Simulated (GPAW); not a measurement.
# Optical response of Si2Mo, part 2 of 2

Aim: the dielectric function of Si2Mo, and the optical constants that follow from it. The cell comes from an older database entry, whose edges can differ from later determinations, mostly by under a per cent.

GPAW 26.7.0; DFT, LDA, plane-wave PAW (GPAW data sets), scalar-relativistic, RPA, optical limit.

So far. Step 2 (Ground state): There are states at the Fermi level within the smearing, so the occupations stay smeared and the carriers get a Drude term.

The database entry behind the starting cell is an old determination (1927), so it need not match the best structure at ambient conditions.

## Step 4: Dielectric function, RPA (continued)

Values under 1 per cm are given as 1; sum at mesh points, not converged in k. The absorption coefficient by photon energy:

| photon energy (eV) | E ∥ x (1/cm) | E ∥ z (1/cm) |
| --- | --- | --- |
| 0.5 | 35231 | 52585 |
| 1.0 | 37657 | 38710 |
| 1.5 | 84204 | 1.1e5 |
| 2.0 | 1.4e5 | 3.0e5 |
| 2.5 | 3.1e5 | 8.0e5 |
| 3.0 | 4.7e5 | 1.1e6 |
| 3.5 | 7.4e5 | 1.1e6 |
| 4.0 | 1.3e6 | 1.3e6 |
| 4.5 | 1.4e6 | 1.3e6 |
| 5.0 | 1.4e6 | 1.2e6 |
| 5.5 | 1.9e6 | 1.6e6 |
| 6.0 | 2.3e6 | 2.0e6 |
| 6.5 | 2.4e6 | 2.3e6 |
| 7.0 | 2.5e6 | 2.6e6 |
| 7.5 | 2.4e6 | 2.7e6 |
| 8.0 | 2.3e6 | 2.5e6 |
| 8.5 | 2.3e6 | 2.5e6 |
| 9.0 | 2.3e6 | 2.4e6 |
| 9.5 | 2.3e6 | 2.4e6 |
| 10.0 | 2.2e6 | 2.3e6 |
| 10.5 | 2.1e6 | 2.2e6 |
| 11.0 | 2.1e6 | 2.2e6 |
| 11.5 | 2.1e6 | 2.1e6 |
| 12.0 | 2.0e6 | 2.0e6 |
| 12.5 | 2.0e6 | 1.9e6 |
| 13.0 | 1.9e6 | 1.9e6 |
| 13.5 | 1.9e6 | 1.9e6 |

Sum at mesh points, not converged in k. Table of Im ε, E ∥ x by photon energy; read off at these points:

| photon energy (eV) | without local fields | with local fields |
| --- | --- | --- |
| 0.50 | 4.47 | 4.43 |
| 1.00 | 3.18 | 3.16 |
| 1.50 | 4.86 | 4.77 |
| 2.00 | 7.15 | 6.76 |
| 2.50 | 12.7 | 11.8 |
| 3.00 | 15.4 | 14.4 |
| 3.50 | 22.8 | 21.6 |
| 3.89 | 30.4 | 29.3 |
| 4.00 | 28.7 | 27.9 |
| 4.50 | 21.4 | 21.1 |
| 5.00 | 20.8 | 20.6 |
| 5.17 | 23.4 | 23.6 |
| 5.50 | 22.4 | 22.6 |
| 6.00 | 21.1 | 21.5 |
| 6.50 | 14.2 | 14.6 |
| 7.00 | 11.0 | 11.3 |
| 7.50 | 7.12 | 7.34 |
| 8.00 | 5.98 | 6.08 |
| 8.50 | 4.46 | 4.43 |
| 9.00 | 4.19 | 4.09 |
| 9.50 | 3.04 | 3.00 |
| 10.00 | 2.22 | 2.20 |
| 10.50 | 1.73 | 1.71 |
| 11.00 | 1.66 | 1.63 |
| 11.50 | 1.44 | 1.41 |
| 12.00 | 1.26 | 1.23 |
| 12.50 | 0.951 | 0.929 |
| 13.00 | 0.935 | 0.906 |
| 13.50 | 0.756 | 0.739 |

The loss function −Im 1/ε at q → 0 has structure finer than the step of the table below, so its rows give means over 0.25 eV, whole bins alone (the curve runs from 0.305 to 14.0 eV). Peaks (eV: height): E ∥ x 0.398: 0.125; E ∥ z 0.461: 0.156, 4.887: 0.0702.

Sum at mesh points, not converged in k. The loss function −Im 1/ε at q → 0 by energy loss; means over each step:

| energy loss (eV) | E ∥ x | E ∥ z |
| --- | --- | --- |
| 0.50 | 0.0556 | 0.0762 |
| 0.75 | 0.0169 | 0.00923 |
| 1.00 | 0.0103 | 0.00631 |
| 1.25 | 0.0134 | 0.00689 |
| 1.50 | 0.0131 | 0.00834 |
| 1.75 | 0.0103 | 0.0110 |
| 2.00 | 0.0125 | 0.0121 |
| 2.25 | 0.0153 | 0.0146 |
| 2.50 | 0.0191 | 0.0188 |
| 2.75 | 0.0216 | 0.0247 |
| 3.00 | 0.0234 | 0.0327 |
| 3.25 | 0.0214 | 0.0398 |
| 3.50 | 0.0223 | 0.0419 |
| 3.75 | 0.0259 | 0.0448 |
| 4.00 | 0.0322 | 0.0531 |
| 4.25 | 0.0385 | 0.0587 |
| 4.50 | 0.0457 | 0.0654 |
| 4.75 | 0.0480 | 0.0697 |
| 5.00 | 0.0449 | 0.0661 |
| 5.25 | 0.0420 | 0.0561 |
| 5.50 | 0.0438 | 0.0556 |
| 5.75 | 0.0432 | 0.0543 |
| 6.00 | 0.0424 | 0.0497 |
| 6.25 | 0.0444 | 0.0489 |
| 6.50 | 0.0488 | 0.0497 |
| 6.75 | 0.0516 | 0.0482 |
| 7.00 | 0.0516 | 0.0496 |
| 7.25 | 0.0520 | 0.0485 |
| 7.50 | 0.0567 | 0.0481 |
| 7.75 | 0.0631 | 0.0476 |
| 8.00 | 0.0672 | 0.0516 |
| 8.25 | 0.0673 | 0.0527 |
| 8.50 | 0.0695 | 0.0560 |
| 8.75 | 0.0806 | 0.0610 |
| 9.00 | 0.0856 | 0.0633 |
| 9.25 | 0.0804 | 0.0661 |
| 9.50 | 0.0788 | 0.0654 |
| 9.75 | 0.0797 | 0.0655 |
| 10.00 | 0.0864 | 0.0689 |
| 10.25 | 0.0906 | 0.0694 |
| 10.50 | 0.0976 | 0.0722 |
| 10.75 | 0.112 | 0.0726 |
| 11.00 | 0.122 | 0.0768 |
| 11.25 | 0.127 | 0.0784 |
| 11.50 | 0.133 | 0.0859 |
| 11.75 | 0.139 | 0.0952 |
| 12.00 | 0.143 | 0.101 |
| 12.25 | 0.142 | 0.0972 |
| 12.50 | 0.142 | 0.112 |
| 12.75 | 0.162 | 0.123 |
| 13.00 | 0.179 | 0.137 |
| 13.25 | 0.178 | 0.147 |
| 13.50 | 0.195 | 0.156 |
| 13.75 | 0.212 | 0.158 |

Sum at mesh points, not converged in k. The reflectivity at normal incidence by photon energy; read off at these points:

| photon energy (eV) | E ∥ x (%) | E ∥ z (%) |
| --- | --- | --- |
| 0.50 | 29.2 | 24.9 |
| 1.00 | 38.6 | 44.3 |
| 1.50 | 39.5 | 49.2 |
| 2.00 | 43.5 | 53.1 |
| 2.50 | 45.5 | 59.0 |
| 2.82 | 46.1 | 59.8 |
| 3.00 | 46.1 | 58.0 |
| 3.50 | 51.3 | 54.0 |
| 3.94 | 55.5 | 54.4 |
| 4.00 | 55.2 | 53.3 |
| 4.50 | 52.0 | 49.1 |
| 5.00 | 50.5 | 44.0 |
| 5.50 | 55.8 | 49.9 |
| 6.00 | 61.7 | 54.8 |
| 6.50 | 64.0 | 59.8 |
| 7.00 | 66.0 | 64.5 |
| 7.50 | 68.5 | 69.2 |
| 8.00 | 66.6 | 72.1 |
| 8.50 | 69.2 | 73.4 |
| 8.58 | 69.4 | 73.3 |
| 9.00 | 65.6 | 73.2 |
| 9.50 | 70.3 | 74.6 |
| 9.75 | 72.1 | 76.0 |
| 10.00 | 71.5 | 75.8 |
| 10.50 | 71.8 | 77.2 |
| 11.00 | 68.3 | 78.2 |
| 11.50 | 68.4 | 78.6 |
| 12.00 | 68.5 | 77.1 |
| 12.34 | 70.9 | 79.7 |
| 12.42 | 71.6 | 79.0 |
| 12.50 | 71.6 | 77.8 |
| 13.00 | 67.9 | 75.7 |
| 13.50 | 69.0 | 74.8 |

From ε follow the optical constants at some laser and lamp lines:

| wavelength (nm) | n x | k x | R (%) x | 1/α x | n z | k z | R (%) z | 1/α z |
| --- | --- | --- | --- | --- | --- | --- | --- | --- |
| 1550 | 3.96 | 0.497 | 36.3 | 248 nm | 4.45 | 0.302 | 40.2 | 409 nm |
| 1064 | 4.42 | 0.524 | 40.4 | 161 nm | 5.14 | 0.476 | 45.8 | 178 nm |
| 800 | 4.33 | 0.505 | 39.6 | 126 nm | 5.66 | 0.809 | 49.7 | 79 nm |
| 633 | 4.75 | 0.675 | 43.3 | 75 nm | 5.95 | 1.385 | 52.6 | 36 nm |
| 450 | 4.79 | 1.408 | 46.1 | 25 nm | 5.00 | 3.695 | 59.7 | 9.7 nm |
| 405 | 4.71 | 1.505 | 46.0 | 21 nm | 4.02 | 3.540 | 57.4 | 9.1 nm |
| 308 | 4.31 | 3.184 | 55.0 | 7.7 nm | 2.97 | 3.067 | 52.8 | 8.0 nm |

A polished face would reflect 50 % of daylight and look light grey (CIE x = 0.305, y = 0.325 under D65).

## Step 5: Outcome

What this shows: At this level (LDA, RPA) Si2Mo is a metal. The mesh is too coarse to trust the carriers' weight, the reflectivity or the colour to better than tens of per cent. A polished face would reflect 50 % of daylight and look light grey (CIE x = 0.305, y = 0.325 under D65). The carriers' damping of 0.05 eV is typed, not computed; it shapes the response at the lowest energies. In this version of GPAW the matrix elements of the optical limit are incomplete, which can lower ε − 1 by up to a tenth where first-row anions or d states rule, and shift it by more in d metals. GPAW's carrier term has the form −ωp²/(ω + i·rate)², which damps like twice the rate and fails at low energy, so the curves leave the lowest energies out. The sum runs over mesh points 0.21 Å⁻¹ apart with no interpolation, so peaks are partly noise of the mesh, and the Drude plasma energy, a sum over the Fermi surface, isn't converged.

[Hosts, paths, dates, database ids (printed as entryN), source tags and the programs' standing remarks are cut or masked in the printed files.]
